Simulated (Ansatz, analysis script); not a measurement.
## Fixed-spin-moment curve of Cobalt

Aim: the energy of Cobalt as its total moment is fixed at a series of values, and its answer to a field.

Main program and level: Ansatz 0.2.0; PBE, PAW set soft_1.

Report form: the programs' logs are mostly left out.

## Step 1: The starting structure

The structure is hexagonal, space group P6_3/mmc (No. 194). Conventional cell: a = 2.507 Å, b = 2.507 Å, c = 4.070 Å, α = 90.00°, β = 90.00°, γ = 120.00°. Co has 12 Co at 2.50 to 2.51 Å nearest.

The cell of this run holds 2 atoms, 2 of them with a starting moment; values «a cell» refer to the cell of the run in question.

## Step 2: Starting state

A collinear run comes first: it shows whether moments survive, and how large they are.

The input, input.yaml:

```yaml
crystal:
  lattice:
    - [2.5074, 0.0, 0.0]
    - [-1.2537, 2.1714720974, 0.0]
    - [0.0, 0.0, 4.0699]
  atoms:
    - { symbol: Co, position: [0.3333333333, 0.6666666667, 0.25], spin: 2.0 }
    - { symbol: Co, position: [0.6666666667, 0.3333333333, 0.75], spin: 2.0 }
magnetization:
  spin_polarized: true
kpoints:
  mp_grid: { grid: [15, 15, 8] }
hamiltonian:
  xc: pbe
  pseudopotentials: { kind: paw, azcp: { folder: soft_1 } }
scf:
  occupations: { method: fermi_dirac, width: 0.05 }
  max_iter: 120
  convergence: { dr2_threshold: 1.0e-08 }
  lower_state_search: "off"
```

Launch:

```bash
$ ansatz run input.yaml --threads 2 --pin off --max-ram 5120MiB --backend cpu --events-out ev --progress --plain --runs-dir out
```

The job ended after 7.2 s (2 threads of Arm Neoverse V1, shared host; peak memory 0.33 GiB; 13 s of CPU time).

Spin moment in the atom's sphere by atom:

```
atom  spin moment in the atom's sphere (μB)
 Co1                                   1.72
 Co2                                   1.72
```

Tables count atoms from 1; parts of the log count from 0.

The run ends ferromagnetic, with a net moment of 3.28 μB a cell. Only this order was typed.

## Step 3: Denser mesh

Levels at the Fermi energy are partly filled, so moments and energy differences can hang on the k-mesh, and the state is solved again on a denser one.

input.yaml, the sections that differ from step 2:

```yaml
crystal:
  lattice:
    - [2.5074, 0.0, 0.0]
    - [-1.2537, 2.1714720974, 0.0]
    - [0.0, 0.0, 4.0699]
  atoms:
    - { symbol: Co, position: [0.3333333333, 0.6666666667, 0.25], spin: 1.72 }
    - { symbol: Co, position: [0.6666666667, 0.3333333333, 0.75], spin: 1.72 }
kpoints:
  mp_grid: { grid: [18, 18, 10] }
basis:
  ecutwfc: 420.0
checkpoint:
  read: start
  write: ck
  compress: false
  write_wavefunctions: false
  write_every: 100000
# magnetization, hamiltonian, scf: as in step 2
```

Wall time 6.5 s (2 threads); peak memory 0.39 GiB; 12 s of CPU time.

Spin moment in the atom's sphere by atom:

```
atom  spin moment in the atom's sphere (μB)
 Co1                                   1.69
 Co2                                   1.69
```

The run ends ferromagnetic, with a net moment of 3.22 μB a cell, against 3.28 μB on the first mesh.

## Step 4: Without spin

The state without spin is the zero of E(M).

input.yaml, the sections that differ from step 3:

```yaml
crystal:
  lattice:
    - [2.5074, 0.0, 0.0]
    - [-1.2537, 2.1714720974, 0.0]
    - [0.0, 0.0, 4.0699]
  atoms:
    - { symbol: Co, position: [0.3333333333, 0.6666666667, 0.25] }
    - { symbol: Co, position: [0.6666666667, 0.3333333333, 0.75] }
scf:
  occupations: { method: fermi_dirac, width: 0.05 }
  max_iter: 120
  convergence: { dr2_threshold: 1.0e-08 }
# kpoints, hamiltonian, basis: as in step 3
# magnetization: removed
# checkpoint: removed
```

Launch:

```bash
$ ansatz run input.yaml --threads 1 --pin off --max-ram 2560MiB --backend cpu --events-out ev --progress --plain --runs-dir out
```

Elapsed: 5.1 s, on 1 thread; peak memory 0.33 GiB.

The free collinear run lies 491 meV below it.

## Step 5: Without spin, levels printed

Changes to input.yaml since step 4:

```diff
@@ -19 +19,3 @@
   ecutwfc: 420.0
+output:
+  eigenvalues: true
```

It took 6.3 s on 1 thread; peak memory 0.34 GiB.

## Step 6: Total moment fixed at 0.465 μB

Two Fermi levels, one a spin, hold the total moment exactly, which reaches states that a free run would leave.

input.yaml, the sections that differ from step 5:

```yaml
crystal:
  lattice:
    - [2.5074, 0.0, 0.0]
    - [-1.2537, 2.1714720974, 0.0]
    - [0.0, 0.0, 4.0699]
  atoms:
    - { symbol: Co, position: [0.3333333333, 0.6666666667, 0.25], spin: 0.2325 }
    - { symbol: Co, position: [0.6666666667, 0.3333333333, 0.75], spin: 0.2325 }
magnetization:
  spin_polarized: true
  initial_magnetization: 0.465
  spin_locking: { lock_magnetization: hard }
scf:
  occupations: { method: fermi_dirac, width: 0.05 }
  max_iter: 120
  convergence: { dr2_threshold: 1.0e-08 }
  lower_state_search: "off"
# kpoints, hamiltonian, basis: as in step 5
# output: removed
```

Run time: 12 s. Hardware: 1 thread; peak memory 0.38 GiB.

The energy is -14.5 meV from the state without spin, and the largest site carries 0.248 μB.

## Step 7: Total moment fixed at 0.931 μB

input.yaml, the sections that differ from step 6:

```yaml
crystal:
  lattice:
    - [2.5074, 0.0, 0.0]
    - [-1.2537, 2.1714720974, 0.0]
    - [0.0, 0.0, 4.0699]
  atoms:
    - { symbol: Co, position: [0.3333333333, 0.6666666667, 0.25], spin: 0.4655 }
    - { symbol: Co, position: [0.6666666667, 0.3333333333, 0.75], spin: 0.4655 }
magnetization:
  spin_polarized: true
  initial_magnetization: 0.931
  spin_locking: { lock_magnetization: hard }
# kpoints, hamiltonian, scf, basis: as in step 6
```

It took 14 s on 1 thread; peak memory 0.38 GiB.

The energy is -57.3 meV from the state without spin, and the largest site carries 0.496 μB.

## Step 8: Total moment fixed at 2.327 μB

input.yaml, the sections that differ from step 7:

```yaml
crystal:
  lattice:
    - [2.5074, 0.0, 0.0]
    - [-1.2537, 2.1714720974, 0.0]
    - [0.0, 0.0, 4.0699]
  atoms:
    - { symbol: Co, position: [0.3333333333, 0.6666666667, 0.25], spin: 1.1635 }
    - { symbol: Co, position: [0.6666666667, 0.3333333333, 0.75], spin: 1.1635 }
magnetization:
  spin_polarized: true
  initial_magnetization: 2.327
  spin_locking: { lock_magnetization: hard }
# kpoints, hamiltonian, scf, basis: as in step 7
```

Wall time 14 s (1 thread); peak memory 0.38 GiB.

The energy is -316 meV from the state without spin, and the largest site carries 1.24 μB.

## Step 9: Total moment fixed at 4.188 μB

input.yaml, the sections that differ from step 8:

```yaml
crystal:
  lattice:
    - [2.5074, 0.0, 0.0]
    - [-1.2537, 2.1714720974, 0.0]
    - [0.0, 0.0, 4.0699]
  atoms:
    - { symbol: Co, position: [0.3333333333, 0.6666666667, 0.25], spin: 2.094 }
    - { symbol: Co, position: [0.6666666667, 0.3333333333, 0.75], spin: 2.094 }
magnetization:
  spin_polarized: true
  initial_magnetization: 4.188
  spin_locking: { lock_magnetization: hard }
# kpoints, hamiltonian, scf, basis: as in step 8
```

The job ended after 14 s (1 thread; peak memory 0.39 GiB).

The energy is -136 meV from the state without spin, and the largest site carries 2.11 μB.

5 more runs differ from these in the same keys alone and are tabled below.

## Step 10: No field, tight threshold

A field gives a second route to the same curve. A thousand tesla shift each spin by 58 meV, and the threshold is tightened so that small induced moments are resolved.

input.yaml, the sections that differ from step 9:

```yaml
crystal:
  lattice:
    - [2.5074, 0.0, 0.0]
    - [-1.2537, 2.1714720974, 0.0]
    - [0.0, 0.0, 4.0699]
  atoms:
    - { symbol: Co, position: [0.3333333333, 0.6666666667, 0.25], spin: 1.69 }
    - { symbol: Co, position: [0.6666666667, 0.3333333333, 0.75], spin: 1.69 }
magnetization:
  spin_polarized: true
scf:
  occupations: { method: fermi_dirac, width: 0.05 }
  max_iter: 120
  convergence: { dr2_threshold: 1.0e-10 }
  lower_state_search: "off"
# kpoints, hamiltonian, basis: as in step 9
```

Wall time 22 s (1 thread); peak memory 0.38 GiB.

The net moment is 3.22 μB a cell.

## Step 11: Field of 1500 T

Changes to input.yaml since step 10:

```diff
@@ -10,2 +10,3 @@
   spin_polarized: true
+  magnetic_field: 1500.0
 kpoints:
```

Elapsed: 22 s, on 1 thread; peak memory 0.38 GiB.

The net moment is 3.36 μB a cell.

The other 2 runs of this kind were made alike; their results stand in the table below.

## Step 12: E(M) and M(B)

Table of energy less the state without spin by total moment:

```
total moment (μB/cell)  energy less the state without spin (meV/cell)
                  0.00                                              0
                  0.47                                          -14.5
                  0.93                                          -57.3
                  1.40                                           -126
                  1.86                                           -214
                  2.33                                           -316
                  2.79                                           -425
                  3.26                                           -491
                  3.72                                           -403
                  4.19                                           -136
```

The field that holds a moment is half the difference of the two Fermi levels over μB.

Table of field that holds the moment by total moment:

```
total moment (μB/cell)  field that holds the moment (T)
                  0.47                            -1072
                  0.93                            -2090
                  1.40                            -2980
                  1.86                            -3529
                  2.33                            -3996
                  2.79                            -3900
                  3.26                              531
                  3.72                             7373
                  4.19                            13623
```

Site moments:

```
total (μB)  Co no. 1 (μB)  Co no. 2 (μB)
     0.465         0.2479         0.2479
     0.931         0.4961         0.4961
     1.396         0.7433         0.7433
     1.861         0.9897         0.9897
     2.327          1.235          1.235
     2.792          1.478          1.478
     3.258          1.707          1.707
     3.723          1.914          1.914
     4.188          2.106          2.106
```

The total moment by field:

```
field (T)  total moment (μB/cell)
        0                    3.22
      300                    3.24
      600                    3.26
     1500                    3.36
```

A Landau fit E = a2 M² + a4 M⁴ + a6 M⁶ (meV, μB) and the Stoner form E ≈ M² (1/2N − I/4), with the slope taken at the first fixed moment:

Numbers from this step:

| Quantity | Value |
| --- | --- |
| density of states at the Fermi level, no spin | 6.138 states/eV/cell, both spins, broadened by the smearing |
| Landau coefficients a2, a4, a6 | -63.12, -0.5178, 0.2101 meV/μB², meV/μB^4, meV/μB^6 |
| r.m.s. miss of the Landau fit | 6.435 meV |
| Stoner parameter I | 0.5927 eV, of the cell |
| I·N/2 | 1.819 I N / 2 from the slope at the first moment; over 1: unstable to a moment |

## Step 13: Results

```json
{
 "state of the free run": "ferromagnetic",
 "net moment of the free run": "3.22 μB",
 "energy of the free run from the state without spin": "-491 meV a cell",
 "lowest of the fixed moments tried": "M = 3.258 μB, -491 meV",
 "dM/dB between 0 and 300 T": "0.0631 μB a cell per 1000 T"
}
```

What this shows: At this level the system is magnetic: the free run keeps 1.69 μB on the largest site. No other order was typed. Among the fixed moments, E(M) falls 491 meV below the state without spin and is lowest near 3.258 μB on this grid. I·N/2 = 1.8 is over 1, so the state without spin is unstable to a uniform moment. The field acts on spins alone. The 13 fixed-moment and field runs took 3.6 min of wall time, added up. Energies are free energies at a smearing of 0.05 eV, and with partly filled levels differences shift, at times strongly, as the smearing goes to zero. In doubt: the program's search for lower states was switched off, so a lower magnetic state than those reached may exist.

[Logs and program files are shortened in this print: banners, set-up blocks, solver, clock and traceback lines can be left out without a mark of their own.]

[Logs are printed without paths, hosts, clocks, repeated set-up lines and the standing remarks that a program may print on its own settings, such as how far it seeks lower states.]

[Hosts, paths, dates, database ids (printed as entryN), source tags and the programs' standing remarks are cut or masked in the printed files.]
